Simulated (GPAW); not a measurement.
# How SrVS3 (model structure) absorbs and reflects light, part 2 of 2

Aim: the dielectric function of SrVS3 (model structure), and the optical constants that follow from it. The cell was made here by substitution or stacking, whether or not such a phase is known. It was built so: All O replaced by S in the Pm-3m structure of SrVO3. The cell given below was relaxed beforehand with Ansatz.

GPAW 26.7.0; DFT, PBE, plane-wave PAW (GPAW data sets), scalar-relativistic, RPA, optical limit.

So far. Step 2 (Ground state): There are states at the Fermi level within the smearing, so the occupations stay smeared and the carriers get a Drude term.

## (4) Dielectric function, RPA

Local fields let the induced charge screen the field inside the cell, which as a rule lowers ε, most along directions where the density is uneven.

This step: DFT, PBE, plane-wave PAW (GPAW data sets), scalar-relativistic, RPA, optical limit (GPAW 26.7.0).

Contents of df.py:

```python
from gpaw.response.df import DielectricFunction

df = DielectricFunction('full.gpw', frequencies={'type': 'nonlinear', 'domega0': 0.03, 'omega2': 8},
                        ecut=50,
                        eta=0.1,
                        nbands=50,
                        rate=0.1,
                        txt='df.txt')
for direction in ['x']:
    df.get_dielectric_function(xc='RPA', direction=direction, filename=f'df_{direction}.csv')
```

The run is started by

```bash
$ OMP_NUM_THREADS=1 python df.py
```

What it wrote:

```text
Using integrator: PointIntegrator
NonLinearFrequencyDescriptor(from 0.000 to 84.484 eV, 525 points)
Nonperiodic BCs:  [False False False]
Using integrator: PointIntegrator
NonLinearFrequencyDescriptor(from 0.000 to 84.484 eV, 525 points)
Nonperiodic BCs:  [False False False]
Using integrator: PointIntegrator

Calculating chi0 body with:
    Ground state adapter containing:
    Number of spins: 2
    Number of kpoints: 512
    Number of irreducible kpoints: 35
    Number of completely occupied states: 17
    Number of partially occupied states: 25

    Linear response parametrization:
    q_c: [0.0, 0.0, 0.0]
    Number of frequency points: 525
    Planewave cutoff: 50.0
    Number of bands: 50
    Number of planewaves: 81
    Broadening (eta): 0.1

Integrating chi0 body.

Symmetries of q_c:
    Direct symmetries (Uq -> q): 48
    Indirect symmetries (TUq -> q): 0
In total 48 allowed symmetries.

35 groups of equivalent kpoints. 93.1640625% reduction.

Integral kind: spectral function

Calculating chi0 optical extensions with:
    Ground state adapter containing:
    Number of spins: 2
    Number of kpoints: 512
    Number of irreducible kpoints: 35
    Number of completely occupied states: 17
    Number of partially occupied states: 25

    Linear response parametrization:
    Number of frequency points: 525
    Planewave cutoff: 50.0
    Number of bands: 50
    Number of planewaves: 81
    Broadening (eta): 0.1
Integrating chi0 head and wings.

Symmetries of q_c:
    Direct symmetries (Uq -> q): 48
    Indirect symmetries (TUq -> q): 0
In total 48 allowed symmetries.

35 groups of equivalent kpoints. 93.1640625% reduction.

Integral kind: spectral function wings

Calculating drude chi0 with:
    Number of frequency points:525
    Plasma frequency decay rate: 0.1 eV

    Ground state adapter containing:
    Number of spins: 2
    Number of kpoints: 512
    Number of irreducible kpoints: 35
    Number of completely occupied states: 17
    Number of partially occupied states: 25

Symmetries of q_c:
    Direct symmetries (Uq -> q): 48
    Indirect symmetries (TUq -> q): 0
In total 48 allowed symmetries.

35 groups of equivalent kpoints. 93.1640625% reduction.

Integral kind: intraband
Plasma frequency:
[[3.64+0.j 0.  +0.j 0.  +0.j]
 [0.  +0.j 3.64+0.j 0.  +0.j]
 [0.  +0.j 0.  +0.j 3.64+0.j]]
```

It took 26 s on 1 thread of Intel Xeon 6975P-C (Granite Rapids), shared host; peak memory 0.44 GiB.

Sum at mesh points, not converged in k. The Im ε, E ∥ x by photon energy; read off at these points:

```
photon energy (eV)  Im ε, E ∥ x
              0.50         34.9
              1.00         19.9
              1.18         21.1
              1.50         15.9
              2.00         10.9
              2.50         3.77
              3.00         4.08
              3.50         3.28
              4.00         3.11
              4.50         4.81
              4.89         7.07
              5.00         6.80
              5.50         5.85
              6.00         4.18
              6.50         3.73
              7.00         3.04
              7.50         2.48
              8.00         3.82
              8.50         3.32
              9.00         3.34
              9.50         3.25
             10.00         2.71
             10.50         2.19
             11.00         2.36
             11.50         1.83
             12.00         1.72
             12.50         1.24
             13.00         1.26
             13.50         1.19
             14.00         1.18
             14.50         1.09
             15.00         1.08
             15.50         1.20
             16.00         1.14
             16.50        0.997
             17.00        0.891
             17.50         1.08
             18.00        0.943
```

Values under 1 per cm are given as 1; sum at mesh points, not converged in k. Table of absorption coefficient, E ∥ x by photon energy:

```
photon energy (eV)  absorption coefficient, E ∥ x (1/cm)
             0.492                                 3.1e5
             1.010                                 3.3e5
             1.486                                 5.3e5
             1.985                                 5.5e5
             2.508                                 4.6e5
             3.018                                 3.9e5
             3.510                                 3.5e5
             3.980                                 3.3e5
             4.516                                 4.9e5
             4.981                                 8.1e5
             5.515                                 9.5e5
             6.021                                 8.4e5
             6.494                                 9.2e5
             6.985                                 8.5e5
             7.496                                 7.6e5
             8.026                                 9.8e5
             8.516                                 1.0e6
             9.023                                 1.1e6
             9.483                                 1.3e6
            10.026                                 1.2e6
            10.519                                 1.2e6
            11.029                                 1.3e6
            11.479                                 1.2e6
            12.023                                 1.3e6
            12.504                                 1.0e6
            13.000                                 1.1e6
            13.512                                 9.7e5
            14.040                                 1.0e6
            14.493                                 9.8e5
            14.960                                 9.6e5
            15.536                                 1.1e6
            16.031                                 1.1e6
            16.541                                 1.1e6
            16.959                                 8.9e5
            17.496                                 1.1e6
            18.049                                 1.1e6
```

Sum at mesh points, not converged in k. The reflectivity at normal incidence, E ∥ x by photon energy; read off at these points:

```
photon energy (eV)  reflectivity at normal incidence, E ∥ x (%)
              0.50                                         78.0
              1.00                                         53.9
              1.50                                         60.2
              2.00                                         51.4
              2.36                                         54.9
              2.50                                         45.4
              3.00                                         23.2
              3.50                                         17.7
              4.00                                         16.4
              4.50                                         23.2
              5.00                                         31.2
              5.50                                         33.2
              6.00                                         26.7
              6.50                                         27.8
              7.00                                         22.8
              7.50                                         17.2
              8.00                                         21.0
              8.50                                         22.4
              9.00                                         23.0
              9.50                                         27.1
              9.62                                         27.7
             10.00                                         23.0
             10.50                                         23.1
             11.00                                         24.8
             11.50                                         22.4
             12.00                                         26.8
             12.50                                         19.6
             13.00                                         19.3
             13.50                                         13.8
             14.00                                         15.0
             14.50                                         12.6
             15.00                                         10.9
             15.50                                         10.8
             16.00                                         13.1
             16.50                                         12.7
             17.00                                         8.02
             17.50                                         10.3
             18.00                                         13.2
```

The loss function −Im 1/ε at q → 0, E ∥ x has structure finer than the step of the table below, so its rows give means over 0.5 eV, whole bins alone (the curve runs from 0.305 to 18.3 eV). Peaks (eV: height): 3.34: 0.282, 7.55: 0.386, 14.77: 0.931, 16.75: 1.08.

Sum at mesh points, not converged in k. The loss function −Im 1/ε at q → 0, E ∥ x by energy loss; means over each step:

energy loss (eV), loss function −Im 1/ε at q → 0, E ∥ x and a bar:
```
      1.0       0.05 
      1.5       0.06 
      2.0       0.09 #
      2.5       0.19 #####
      3.0       0.24 ######
      3.5       0.25 ######
      4.0       0.16 ####
      4.5       0.12 ##
      5.0       0.14 ###
      5.5       0.18 ####
      6.0       0.22 ######
      6.5       0.27 #######
      7.0       0.33 #########
      7.5       0.36 ##########
      8.0       0.25 #######
      8.5       0.29 ########
      9.0       0.30 ########
      9.5       0.32 #########
     10.0       0.37 ##########
     10.5       0.43 ############
     11.0       0.44 ############
     11.5       0.52 ###############
     12.0       0.55 ################
     12.5       0.76 #######################
     13.0       0.80 ########################
     13.5       0.81 ########################
     14.0       0.84 #########################
     14.5       0.89 ###########################
     15.0       0.86 ##########################
     15.5       0.77 #######################
     16.0       0.86 ##########################
     16.5       0.98 #############################
     17.0       0.92 ############################
     17.5       0.82 #########################
     18.0       0.99 ##############################
```

Sum at mesh points, not converged in k. The Im ε, E ∥ x by photon energy; read off at these points:

```
photon energy (eV)  without local fields  with local fields
              0.50                  35.2               34.9
              1.00                  20.6               19.9
              1.18                  22.0               21.1
              1.50                  16.4               15.9
              2.00                  11.3               10.9
              2.50                  3.82               3.77
              3.00                  4.08               4.08
              3.50                  3.20               3.28
              4.00                  3.14               3.11
              4.50                  4.95               4.81
              4.89                  7.64               7.07
              5.00                  7.44               6.80
              5.50                  6.79               5.85
              6.00                  5.20               4.18
              6.50                  4.40               3.73
              7.00                  3.78               3.04
              7.50                  3.15               2.48
              8.00                  5.32               3.82
              8.50                  3.86               3.32
              9.00                  4.08               3.34
              9.50                  3.90               3.25
             10.00                  3.73               2.71
             10.50                  3.22               2.19
             11.00                  2.87               2.36
             11.50                  2.29               1.83
             12.00                  2.00               1.72
             12.50                  1.90               1.24
             13.00                  1.79               1.26
             13.50                  1.70               1.19
             14.00                  1.58               1.18
             14.50                  1.28               1.09
             15.00                  1.14               1.08
             15.50                 0.903               1.20
             16.00                 0.643               1.14
             16.50                 0.561              0.997
             17.00                 0.588              0.891
             17.50                 0.462               1.08
             18.00                 0.327              0.943
```

Optical constants at common wavelengths, from n + ik = √ε:

```
wavelength (nm)     n      k  R (%)    1/α
            800  2.11  3.320   59.2  19 nm
            633  2.09  2.683   50.1  19 nm
            450  1.42  1.375   26.7  26 nm
            405  1.65  1.298   24.2  25 nm
            365  1.55  1.024   17.9  28 nm
            248  2.11  1.612   31.2  12 nm
            193  1.37  1.428   28.4  11 nm
```

A polished face would reflect 51 % of daylight and look yellow-green (CIE x = 0.350, y = 0.400 under D65).

## (5) What came out

At this level (PBE, RPA) SrVS3 is a metal. The mesh is too coarse to trust the carriers' weight, the reflectivity or the colour to better than tens of per cent. A polished face would reflect 51 % of daylight and look yellow-green (CIE x = 0.350, y = 0.400 under D65). The carriers' damping of 0.1 eV is typed, not computed; it shapes the response at the lowest energies. The magnetic state comes from one start and need not be the lowest. The curves end at 18 eV, about where the summed bands run out. In this version of GPAW the matrix elements of the optical limit are incomplete, which can lower ε − 1 by up to a tenth where first-row anions or d states rule, and shift it by more in d metals. GPAW's carrier term has the form −ωp²/(ω + i·rate)², which damps like twice the rate and fails at low energy, so the curves leave the lowest energies out. The sum runs over mesh points 0.17 Å⁻¹ apart with no interpolation, so peaks are partly noise of the mesh, and the Drude plasma energy, a sum over the Fermi surface, isn't converged.

[Machine, clock and banner lines and Python warnings are left out of the logs.]

[Logs are printed without paths, hosts, clocks, repeated set-up lines and the standing remarks that a program may print on its own settings, such as how far it seeks lower states.]

[Hosts, paths, dates, database ids (printed as entryN), source tags and the programs' standing remarks are cut or masked in the printed files.]
